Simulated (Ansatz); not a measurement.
**GaP (F-43m): a volume series of phonon spectra**

Aim: how the vibrations of GaP shift with volume, and the expansion that follows.

What experiment has found for this phase:
- volume expansion coefficient 15.9 1e-6/K, heat capacity C_P per formula unit 44.2 J/mol/K and bulk modulus 88.7 GPa near room temperature (given in “High-Throughput Prediction of Finite-Temperature Properties using the Quasi-Harmonic Approximation”, 2016, arXiv:1603.06924)

Program: Ansatz 0.2.0. Level of theory: DFT LDA, scalar-relativistic, plane waves, PAW. Results are calculated unless marked as measured.

Most raw output is cut from this account.

### 1. Set-up

Symmetry: F-43m, No. 216, cubic system. The conventional cell has a = 5.451 Å, b = 5.451 Å, c = 5.451 Å, α = 90.00°, β = 90.00°, γ = 90.00°. Ga has 4 P at 2.36 Å nearest. Nearest to P lie 4 Ga at 2.36 Å. Farther neighbours are not listed.

Structure file:

```cif
data_structure
_symmetry_space_group_name_H-M 'F-43m'
_symmetry_Int_Tables_number 216
_cell_length_a 5.4505
_cell_length_b 5.4505
_cell_length_c 5.4505
_cell_angle_alpha 90.000
_cell_angle_beta 90.000
_cell_angle_gamma 90.000
_cell_volume 161.92
loop_
_atom_site_label
_atom_site_type_symbol
_atom_site_symmetry_multiplicity
_atom_site_Wyckoff_symbol
_atom_site_fract_x
_atom_site_fract_y
_atom_site_fract_z
_atom_site_occupancy
Ga1 Ga 4 a 0.00000 0.00000 0.00000 1
P1 P 4 d 0.25000 0.25000 0.75000 1
```

### 2. Probe on a coarse mesh

A cheap single point shows whether the cell is a metal or an insulator and how far it is from rest; that sets the k-mesh and the occupations of what follows.

Input file input.yaml:

```yaml
crystal:
  lattice:
    - [0.0, 2.72525, 2.72525]
    - [2.72525, 0.0, 2.72525]
    - [2.72525, 2.72525, 0.0]
  atoms:
    - { symbol: Ga, position: [0.0, 0.0, 0.0] }
    - { symbol: P, position: [0.25, 0.25, 0.25] }
kpoints:
  mp_grid: { grid: [6, 6, 6] }
hamiltonian:
  xc: lda
scf:
  occupations: { method: gaussian, width: 0.1 }
output:
  forces: true
  stress: true
  eigenvalues: true
```

Started as:

```
$ ansatz run input.yaml --threads 4 --pin off --max-ram 16384MiB --backend cpu --events-out ev --progress --plain --runs-dir out
```

Wall time 0.35 s (4 threads of Intel Xeon Platinum 8488C (Sapphire Rapids), shared host); peak memory 0.34 GiB; 0.86 s of CPU time.

Numbers from this step:

```yaml
pressure: -2.730 GPa
gap_on_the_k_mesh: 1.491 eV
volume_per_atom: 20.24 Å³
```

The start is under -2.7 GPa at this level and looks like an insulator or semiconductor on this mesh.

### 3. Relaxation

The vibrations must be taken about the equilibrium of this functional, not about the starting cell, so the structure is relaxed.

input.yaml, the sections that differ from step 2:

```yaml
kpoints:
  mp_grid: { grid: [8, 8, 8] }
scf:
  occupations: { method: gaussian, width: 0.02 }
output:
  forces: true
  stress: true
  eigenvalues: true
  write_density: true
  write_potential: true
  elf: true
  volumetric_format: npy
relax:
  adjacent_minimum: "off"
  f_tol: 0.005
  max_steps: 80
  cell: { stress_tol: 0.05 }
# crystal, hamiltonian: as in step 2
```

Run time: 3.4 s. Hardware: 4 threads; peak memory 0.4 GiB.

Step by step:

| step | energy less that of the first step (eV) | largest force component (eV/Å) | pressure (GPa) | volume (Å³) |
| --- | --- | --- | --- | --- |
| 1 | 0.0000 | 0.0000 | -2.75 | 40.48 |
| 2 | -0.0107 | 0.0000 | -0.86 | 39.56 |
| 3 | -0.0119 | 0.0000 | 0.05 | 39.15 |
| 4 | -0.0119 | 0.0000 | 0.00 | 39.18 |
| 5* | -0.0115 | 0.0000 | 0.00 | 39.18 |

Relaxation steps marked * repeat the geometry before them on a plane-wave basis chosen anew for their cell, so energy and pressure can jump there.

The run keeps the 24 symmetry operations that it works with, so distortions that break them were not tested.

| conventional cell, symmetrised | before | after | change |
| --- | --- | --- | --- |
| a (Å) | 5.451 | 5.391 | -1.1 % |
| b (Å) | 5.451 | 5.391 | -1.1 % |
| c (Å) | 5.451 | 5.391 | -1.1 % |
| volume (Å³/atom) | 20.24 | 19.59 | -3.2 % |

The relaxed structure:

```xyz
2
Lattice="0.0000 2.6957 2.6957 2.6957 0.0000 2.6957 2.6957 2.6957 0.0000" Properties=species:S:1:pos:R:3 pbc="T T T"
Ga    0.0000    0.0000    0.0000
P     1.3478    1.3478    1.3478
```

This step gave:

```yaml
pressure: -0.004618 GPa
gap_on_the_k_mesh: 1.431 eV
volume_per_atom: 19.59 Å³
```

ELF in the ac plane of a cell with a along [110], b along [-110] and c along [001] of the cube at fractional y = 0.000, with atoms of Ga and P within 0.2 Å of it. It is the smooth field of the valence electrons, not physical close to the nuclei.

Ten even steps from '0' (0.01) to '9' (0.87), each cell a mean:
```
013788873100258888520
236997996322489889842
358951598433798228963
258810288523785005873
136753576311576446741
014788864100257887520
001467641000025765200
000123210000001221000
000000000000000000000
110000000111000000001
221000001222210000122
222100012222220000222
122211122211222112221
112444442010234444310
```
Columns run along a (7.6 Å), rows up along c (5.4 Å), edges of the conventional cell, whose origin can differ from the input's. Atoms in or near the plane, at fractional coordinates: Ga at (0.50, 0.00), Ga at (0.00, 0.00), P at (0.75, 0.75), P at (0.25, 0.75).

Electrostatic potential energy in the ac plane of a cell with a along [110], b along [-110] and c along [001] of the cube at fractional y = 0.000, with atoms of Ga and P within 0.2 Å of it. With pseudopotentials it is smooth inside the atoms' cores, unlike the true potential.

Ten even steps from '0' (-55 eV) to '9' (11 eV), each cell a mean:
```
657888887565689889865
668854588666787447876
888610168888873003788
998500058999972002799
999721379999984115899
999876789999998778999
999999999999999999999
999999999999999999999
999999999999999999999
999999999999999999999
999999999999999999999
789999999877899999987
567999997655689999865
657999996565689999866
```
Columns run along a (7.6 Å; values clipped at the 3rd and 97th percentile), rows up along c (5.4 Å), edges of the conventional cell, whose origin can differ from the input's. Atoms in or near the plane, at fractional coordinates: Ga at (0.50, 0.00), Ga at (0.00, 0.00), P at (0.75, 0.75), P at (0.25, 0.75).

Valence density in the ac plane of a cell with a along [110], b along [-110] and c along [001] of the cube at fractional y = 0.000, with atoms of Ga and P within 0.2 Å of it. It is the smooth field of the valence electrons, not physical close to the nuclei.

Values in e/Å³, 8 rows by 16 columns, each cell a mean:
```
10  1  1  1  1  1  1  6 10  1  1  1  1  1  1  6
 0  0  1  1  0  1  0  0  0  0  1  1  0  1  0  0
 0  0  0  1  0  1  0  0  0  0  0  1  0  1  0  0
 0  0  0  0  0  0  0  0  0  0  0  0  0  0  0  0
 0  0  0  0  0  0  0  0  0  0  0  0  0  0  0  0
 0  0  0  0  0  0  0  0  0  0  0  0  0  0  0  0
 1  0  0  0  0  0  0  0  1  0  0  0  0  0  0  0
19  2  0  0  0  0  1 11 19  2  0  0  0  0  1 11
```
Columns run along a (7.6 Å), rows up along c (5.4 Å), edges of the conventional cell, whose origin can differ from the input's. Atoms in or near the plane, at fractional coordinates: Ga at (0.50, 0.00), Ga at (0.00, 0.00), P at (0.75, 0.75), P at (0.25, 0.75).

The relaxation ends with a pressure of 0.00 GPa.

### 4. Relaxing to small residual forces and stress

The relaxation is repeated with tighter thresholds on force and stress, since phonons are sensitive to what is left; a change of mesh or smearing in the input moves the cell too.

Input file input.yaml:

```yaml
crystal:
  lattice:
    - [0.0, 2.6956500719, 2.6956500719]
    - [2.6956500719, 0.0, 2.6956500719]
    - [2.6956500719, 2.6956500719, 0.0]
  atoms:
    - { symbol: Ga, position: [0.0, 0.0, 0.0] }
    - { symbol: P, position: [0.25, 0.25, 0.25] }
kpoints:
  mp_grid: { grid: [8, 8, 8] }
hamiltonian:
  xc: lda
scf:
  occupations: { method: fixed }
output:
  forces: true
  stress: true
  eigenvalues: true
relax:
  adjacent_minimum: "off"
  f_tol: 0.001
  max_steps: 60
  cell: { stress_tol: 0.01 }
```

Elapsed: 0.99 s, on 4 threads; peak memory 0.39 GiB; 3.1 s of CPU time.

Little changed from the start: no atom moved by 0.005 Å and no cell edge by 0.1 %.

The residual pressure is -0.0046 GPa, small enough for phonons.

### 5. Lattice dynamics at this volume, V/V0 1

Phonons at this volume give one point of F(V, T); meshes stay fixed along the series.

input.yaml, the sections that differ from step 4:

```yaml
output:
  eigenvalues: true
phonons:
  method: dfpt
  dielectric: true
  rigid_motions: translations
  qmesh: [4, 4, 4]
  temperatures: { t_max: 1000, t_step: 50 }
  qpath:
    path:
      - [[0.0, 0.0, 0.0], [-0.5, -0.5, 0.0], [-0.375, -0.375, 0.25]]
      - [[-0.375, 0.0, 0.375], [0.0, 0.0, 0.0], [0.0, 0.0, 0.5], [-0.5, -0.25, 0.25], [-0.5, -0.5, 0.0]]
    npoints: 10
# crystal, kpoints, hamiltonian, scf: as in step 4
# relax: removed
```

Wall time 46 s (4 threads); peak memory 0.99 GiB; 2.8 min of CPU time.

Numbers from this step:

- Γ frequencies: 0, 0, 0, 364.9, 364.9, 364.9 cm⁻¹ (negative: imaginary)
- lowest frequency on the path: 0 cm⁻¹
- zero-point energy: 0.09324 eV/cell
- point group: -43m
- highest frequency: 396.2 cm⁻¹
- Debye temperature from the second moment: 517 K

LO-TO term included. The phonon branches at the labelled points (cm⁻¹):

| point | branch 1 | branch 2 | branch 3 | branch 4 | branch 5 | branch 6 |
| --- | --- | --- | --- | --- | --- | --- |
| Γ | 0 | 0 | 0 | 365 | 365 | 395 |
| halfway | 89 | 89 | 167 | 360 | 360 | 387 |
| X | 102 | 102 | 251 | 362 | 362 | 367 |
| halfway | 103 | 115 | 243 | 348 | 361 | 381 |
| U | 106 | 134 | 227 | 336 | 360 | 393 |
| jump to K | 106 | 134 | 227 | 336 | 360 | 393 |
| halfway | 78 | 112 | 166 | 359 | 361 | 385 |
| Γ | 0 | 0 | 0 | 365 | 365 | 395 |
| halfway | 66 | 66 | 161 | 362 | 362 | 385 |
| L | 79 | 79 | 233 | 363 | 363 | 371 |
| halfway | 103 | 126 | 215 | 340 | 361 | 391 |
| W | 124 | 143 | 216 | 328 | 364 | 393 |
| halfway | 112 | 120 | 236 | 340 | 363 | 385 |
| X | 102 | 102 | 251 | 362 | 362 | 367 |

The phonon density of states has structure finer than the step of the table below, so its rows give means over 20 cm⁻¹, whole bins alone (the curve runs from 2.5 to 398 cm⁻¹). Peaks (cm⁻¹: height): 102.5: 0.0488, 212.5: 0.0332, 362.5: 0.216, 387.5: 0.0695.

Tetrahedra on 20 20 20, mean over bins of 5 cm⁻¹. The phonon density of states by wavenumber; means over each step:

wavenumber (cm⁻¹), phonon density of states (1/cm⁻¹/cell) and a bar:
```
       20      0.000 
       40      0.002 #
       60      0.005 ##
       80      0.018 #######
      100      0.037 ###############
      120      0.028 ###########
      140      0.014 #####
      160      0.003 #
      180      0.005 ##
      200      0.013 #####
      220      0.021 ########
      240      0.004 #
      260      0.000 
      280      0.000 
      300      0.000 
      320      0.001 
      340      0.025 ##########
      360      0.074 ##############################
      380      0.033 #############
```

Harmonic. Thermo, by row:

| T (K) | F_vib (meV/atom) | S (J/mol-atom/K) | C_V (J/mol-atom/K) |
| --- | --- | --- | --- |
| 0 | 46.62 | 0 | 0 |
| 50 | 46.31 | 2.158 | 4.771 |
| 100 | 43.86 | 7.429 | 10.91 |
| 150 | 38.6 | 12.8 | 15.61 |
| 200 | 30.67 | 17.74 | 18.64 |
| 250 | 20.31 | 22.12 | 20.51 |
| 300 | 7.83 | 25.97 | 21.69 |
| 350 | -6.53 | 29.38 | 22.47 |
| 400 | -22.55 | 32.42 | 23.01 |
| 450 | -40.07 | 35.15 | 23.39 |
| 500 | -58.94 | 37.63 | 23.67 |
| 550 | -79.04 | 39.9 | 23.88 |
| 600 | -100.3 | 41.98 | 24.05 |
| 650 | -122.5 | 43.91 | 24.17 |
| 700 | -145.8 | 45.71 | 24.28 |
| 750 | -169.9 | 47.38 | 24.36 |
| 800 | -194.8 | 48.96 | 24.43 |
| 850 | -220.6 | 50.44 | 24.49 |
| 900 | -247.1 | 51.84 | 24.54 |
| 950 | -274.3 | 53.17 | 24.58 |
| 1000 | -302.2 | 54.43 | 24.61 |

The modes has structure finer than the step of the table below, so its rows give means over 10 cm⁻¹, whole bins alone (the curve runs from -10 to 418 cm⁻¹). Peaks (cm⁻¹: height): Ga 105.8: 0.0353, 213.5: 0.0297, 361.6: 0.0368, 385.8: 0.0112; P 361.6: 0.118, 385.8: 0.0538.

Phonopy on the run's constants, 19x19x19 mesh, Gaussian sigma 3.1 cm⁻¹. Modes against wavenumber; means over each step; values in 1/cm⁻¹/cell:

| wavenumber (cm⁻¹) | Ga | P |
| --- | --- | --- |
| 0 | 2.5e-5 | 1.2e-5 |
| 10 | 5.0e-5 | 2.1e-5 |
| 20 | 2.6e-4 | 1.2e-4 |
| 30 | 5.6e-4 | 2.4e-4 |
| 40 | 0.00110 | 4.6e-4 |
| 50 | 0.00197 | 8.0e-4 |
| 60 | 0.00318 | 0.00125 |
| 70 | 0.00621 | 0.00231 |
| 80 | 0.0142 | 0.00495 |
| 90 | 0.0205 | 0.00667 |
| 100 | 0.0304 | 0.00877 |
| 110 | 0.0297 | 0.00777 |
| 120 | 0.0219 | 0.00524 |
| 130 | 0.0204 | 0.00456 |
| 140 | 0.0111 | 0.00244 |
| 150 | 0.00207 | 6.1e-4 |
| 160 | 0.00230 | 6.4e-4 |
| 170 | 0.00310 | 7.8e-4 |
| 180 | 0.00427 | 9.3e-4 |
| 190 | 0.00625 | 0.00112 |
| 200 | 0.0103 | 0.00133 |
| 210 | 0.0226 | 0.00157 |
| 220 | 0.0211 | 9.8e-4 |
| 230 | 0.00829 | 3.1e-4 |
| 240 | 0.00332 | 8.2e-5 |
| 250 | 9.9e-4 | 9.6e-6 |
| 260 | 2.1e-5 | 0 |
| 270 | 0 | 0 |
| 280 | 0 | 0 |
| 290 | 0 | 0 |
| 300 | 0 | 0 |
| 310 | 0 | 0 |
| 320 | 4.1e-6 | 2.4e-4 |
| 330 | 3.3e-4 | 0.0100 |
| 340 | 0.00193 | 0.0253 |
| 350 | 0.00494 | 0.0271 |
| 360 | 0.0256 | 0.0846 |
| 370 | 0.00519 | 0.0176 |
| 380 | 0.00516 | 0.0272 |
| 390 | 0.00942 | 0.0462 |
| 400 | 0.00157 | 0.00808 |
| 410 | 1.2e-6 | 7.2e-6 |

Born charge (rows field, columns displacement) (e), principal values of the symmetric part by kind of site:

| atom | atoms with these values | low | middle | high | mean |
| --- | --- | --- | --- | --- | --- |
| Ga1 | 1 | 2.05 | 2.05 | 2.05 | 2.05 |
| P2 | 1 | -2.05 | -2.05 | -2.05 | -2.05 |

In full for Ga1:

```
2.05 0.00 0.00
0.00 2.05 0.00
0.00 0.00 2.05
```

ε∞:

```
10.64  0.00  0.00
 0.00 10.64  0.00
 0.00  0.00 10.64
```

No LO-TO term. Modes at Γ, with each element's share of the kinetic energy:

| mode | frequency (cm⁻¹) | symmetry | Ga % | P % |
| --- | --- | --- | --- | --- |
| 1 | 0.0 | T2 | 69 | 31 |
| 2 | 0.0 | T2 | 69 | 31 |
| 3 | 0.0 | T2 | 69 | 31 |
| 4 | 364.9 | T2 | 31 | 69 |
| 5 | 364.9 | T2 | 31 | 69 |
| 6 | 364.9 | T2 | 31 | 69 |

Displacements in mode 4 (364.9 cm⁻¹), the largest set to 1:
```
Ga1  0.21 -0.44 -0.15
P2  -0.48  1.00  0.35
```

No mode is imaginary beyond numerical noise at the solved wavevectors.

### 6. A cell at another volume, V/V0 1.015

Symmetry fixes every atom, so a single point at the scaled cell gives the energy and pressure of this member.

The cell differs from the one that the last finished run ended in (a 3.812 → 3.831 Å, b 3.812 → 3.831 Å, c 3.812 → 3.831 Å).

input.yaml, the sections that differ from step 5:

```yaml
crystal:
  lattice:
    - [0.0, 2.709061487, 2.709061487]
    - [2.709061487, 0.0, 2.709061487]
    - [2.709061487, 2.709061487, 0.0]
  atoms:
    - { symbol: Ga, position: [0.0, 0.0, 0.0] }
    - { symbol: P, position: [0.25, 0.25, 0.25] }
output:
  forces: true
  stress: true
  eigenvalues: true
# kpoints, hamiltonian, scf: as in step 5
# phonons: removed
```

Run time: 0.47 s. Hardware: 4 threads; peak memory 0.35 GiB; 1.3 s of CPU time.

Numbers from this step:

```
pressure          : -1.303 GPa
gap on the k-mesh : 1.461 eV
volume per atom   : 19.88 Å³
```

At this level the gap is 1.46 eV on the k-mesh of the self-consistent run, which can miss the band edges.

### 7. Lattice dynamics at this volume, V/V0 1.015

The same q-mesh and k-mesh are kept at every volume, so that much of their error can cancel in the differences.

input.yaml, the sections that differ from step 6:

```yaml
output:
  eigenvalues: true
phonons:
  method: dfpt
  dielectric: true
  rigid_motions: translations
  qmesh: [4, 4, 4]
  temperatures: { t_max: 1000, t_step: 50 }
  qpath:
    path:
      - [[0.0, 0.0, 0.0], [-0.5, -0.5, 0.0], [-0.375, -0.375, 0.25]]
      - [[-0.375, 0.0, 0.375], [0.0, 0.0, 0.0], [0.0, 0.0, 0.5], [-0.5, -0.25, 0.25], [-0.5, -0.5, 0.0]]
    npoints: 10
# crystal, kpoints, hamiltonian, scf: as in step 6
```

It took 48 s on 4 threads; peak memory 0.99 GiB.

No mode is imaginary beyond numerical noise at the solved wavevectors. The highest zone-centre mode (no LO–TO term) moved by -1.8 % for a volume change of +1.5 %.

### 8. A cell at another volume, V/V0 0.985

The cell differs from the one that the last finished run ended in (a 3.831 → 3.793 Å, b 3.831 → 3.793 Å, c 3.831 → 3.793 Å).

input.yaml, the sections that differ from step 7:

```yaml
crystal:
  lattice:
    - [0.0, 2.682103863, 2.682103863]
    - [2.682103863, 0.0, 2.682103863]
    - [2.682103863, 2.682103863, 0.0]
  atoms:
    - { symbol: Ga, position: [0.0, 0.0, 0.0] }
    - { symbol: P, position: [0.25, 0.25, 0.25] }
output:
  forces: true
  stress: true
  eigenvalues: true
# kpoints, hamiltonian, scf: as in step 7
# phonons: removed
```

Run time: 0.46 s. Hardware: 4 threads; peak memory 0.36 GiB; 1.2 s of CPU time.

The run ends at a pressure of 1.40 GPa.

### 9. Phonons, V/V0 0.985

input.yaml, the sections that differ from step 8:

```yaml
output:
  eigenvalues: true
phonons:
  method: dfpt
  dielectric: true
  rigid_motions: translations
  qmesh: [4, 4, 4]
  temperatures: { t_max: 1000, t_step: 50 }
  qpath:
    path:
      - [[0.0, 0.0, 0.0], [-0.5, -0.5, 0.0], [-0.375, -0.375, 0.25]]
      - [[-0.375, 0.0, 0.375], [0.0, 0.0, 0.0], [0.0, 0.0, 0.5], [-0.5, -0.25, 0.25], [-0.5, -0.5, 0.0]]
    npoints: 10
# crystal, kpoints, hamiltonian, scf: as in step 8
```

Wall time 46 s (4 threads); peak memory 1 GiB.

LO-TO term included. The phonon branches at the labelled points (cm⁻¹):

| point | branch 1 | branch 2 | branch 3 | branch 4 | branch 5 | branch 6 |
| --- | --- | --- | --- | --- | --- | --- |
| Γ | 0 | 0 | 0 | 372 | 372 | 402 |
| halfway | 89 | 89 | 170 | 368 | 368 | 394 |
| X | 100 | 100 | 255 | 370 | 370 | 374 |
| halfway | 102 | 114 | 247 | 355 | 370 | 389 |
| U | 104 | 134 | 230 | 343 | 368 | 401 |
| jump to K | 104 | 134 | 230 | 343 | 368 | 401 |
| halfway | 77 | 112 | 168 | 366 | 368 | 392 |
| Γ | 0 | 0 | 0 | 372 | 372 | 402 |
| halfway | 66 | 66 | 164 | 370 | 370 | 392 |
| L | 77 | 77 | 236 | 370 | 370 | 378 |
| halfway | 102 | 126 | 218 | 347 | 369 | 399 |
| W | 124 | 143 | 220 | 335 | 372 | 401 |
| halfway | 112 | 120 | 240 | 347 | 372 | 393 |
| X | 100 | 100 | 255 | 370 | 370 | 374 |

No mode is imaginary beyond numerical noise at the solved wavevectors. The highest zone-centre mode (no LO–TO term) moved by +1.9 % for a volume change of -1.5 %.

### 10. Single point at a scaled cell, V/V0 1.03

input.yaml, the sections that differ from step 9:

```yaml
crystal:
  lattice:
    - [0.0, 2.7223414124, 2.7223414124]
    - [2.7223414124, 0.0, 2.7223414124]
    - [2.7223414124, 2.7223414124, 0.0]
  atoms:
    - { symbol: Ga, position: [0.0, 0.0, 0.0] }
    - { symbol: P, position: [0.25, 0.25, 0.25] }
output:
  forces: true
  stress: true
  eigenvalues: true
# kpoints, hamiltonian, scf: as in step 9
# phonons: removed
```

Wall time 0.46 s (4 threads); peak memory 0.36 GiB; 1.3 s of CPU time.

The run ends at a pressure of -2.50 GPa.

### 11. Phonons, V/V0 1.03

input.yaml, the sections that differ from step 10:

```yaml
output:
  eigenvalues: true
phonons:
  method: dfpt
  dielectric: true
  rigid_motions: translations
  qmesh: [4, 4, 4]
  temperatures: { t_max: 1000, t_step: 50 }
  qpath:
    path:
      - [[0.0, 0.0, 0.0], [-0.5, -0.5, 0.0], [-0.375, -0.375, 0.25]]
      - [[-0.375, 0.0, 0.375], [0.0, 0.0, 0.0], [0.0, 0.0, 0.5], [-0.5, -0.25, 0.25], [-0.5, -0.5, 0.0]]
    npoints: 10
# crystal, kpoints, hamiltonian, scf: as in step 10
```

Wall time 48 s (4 threads); peak memory 1 GiB; 2.9 min of CPU time.

No mode is imaginary beyond numerical noise at the solved wavevectors. The highest zone-centre mode (no LO–TO term) moved by -3.6 % for a volume change of +3.0 %.

[end of part 1 of 2]

[Logs are printed without paths, hosts, clocks, repeated set-up lines and the standing remarks that a program may print on its own settings, such as how far it seeks lower states.]

[Hosts, paths, dates, database ids (printed as entryN), source tags and the programs' standing remarks are cut or masked in the printed files.]

[A step with changed settings may run another functional than the one named; its input shows which.]

[Of the runs on displaced cells, only some may be shown.]
